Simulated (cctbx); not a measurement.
# NdMoS3O across an absorption edge

Space group P2_1/c (no. 14), a = 8.1830 Å, b = 8.6060 Å, c = 9.8740 Å, α = 90.00°, β = 125.39°, γ = 90.00°.

| atom | mult. | x | y | z | Ueq (Å²) |
| --- | --- | --- | --- | --- | --- |
| Nd1 | 4 | 0.1762 | 0.8405 | 0.7792 | 0.0143 |
| Mo1 | 4 | 0.6958 | 0.8416 | 0.8058 | 0.0177 |
| S1 | 4 | 0.6588 | 0.6164 | 0.4865 | 0.0302 |
| S2 | 4 | 0.8132 | 0.5006 | 0.2407 | 0.0255 |
| S3 | 4 | 0.8938 | 0.6587 | 0.8874 | 0.0306 |
| O1 | 4 | 0.3937 | 0.7911 | 0.6258 | 0.0314 |

This is a model crystal, built by substitution and not relaxed, with assumed displacement parameters.

Calculated with cctbx: free-atom f′ and f″ from the Sasaki tables, no fine structure; amplitudes in electrons.

```
E (eV)  F 1 2 0  F 0 0 2  F 1 0 2  F 1 0 0
 19400      3.2    290.3    137.4     65.2
 19750      3.5    287.8    136.3     66.2
 19880      3.9    285.7    135.4     67.1
 19940      4.2    283.7    134.5     68.0
 19970      4.5    281.6    133.6     68.9
 19985      4.9    279.6    132.7     69.8
 19992      5.2    277.8    131.9     70.6
 19996      5.5    275.9    131.0     71.4
 20004      5.5    275.4    130.7     71.8
 20008      5.1    277.8    131.7     70.7
 20015      4.7    279.8    132.7     69.8
 20030      4.3    282.0    133.7     68.8
 20060      3.9    284.2    134.6     67.9
 20150      3.4    287.0    135.9     66.6
 20400      2.8    290.0    137.3     65.2
```

**Question.** Which edge is crossed, and why do the reflections move as they do?

The K edge of Mo. The edge is at 20000 eV. f′ of Mo falls from -4.6 e at 19880 eV to -7.8 e at 4 eV below it, and f″ steps from 0.54 to 3.69 e across it. Over that approach |F| changes by +41 % (1 2 0), -3 % (0 0 2), -3 % (1 0 2) and +6 % (1 0 0): a reflection falls where Mo scatters in phase with the total and rises where it scatters against it; it hardly moves where the Mo term is small or cancels by symmetry. Above the edge the larger f″ enters the imaginary part, where it can add to or cancel the other atoms' f″. The structure is centrosymmetric, so Friedel mates stay equal.

[Logs are printed without paths, hosts, clocks, repeated set-up lines and the standing remarks that a program may print on its own settings, such as how far it seeks lower states.]
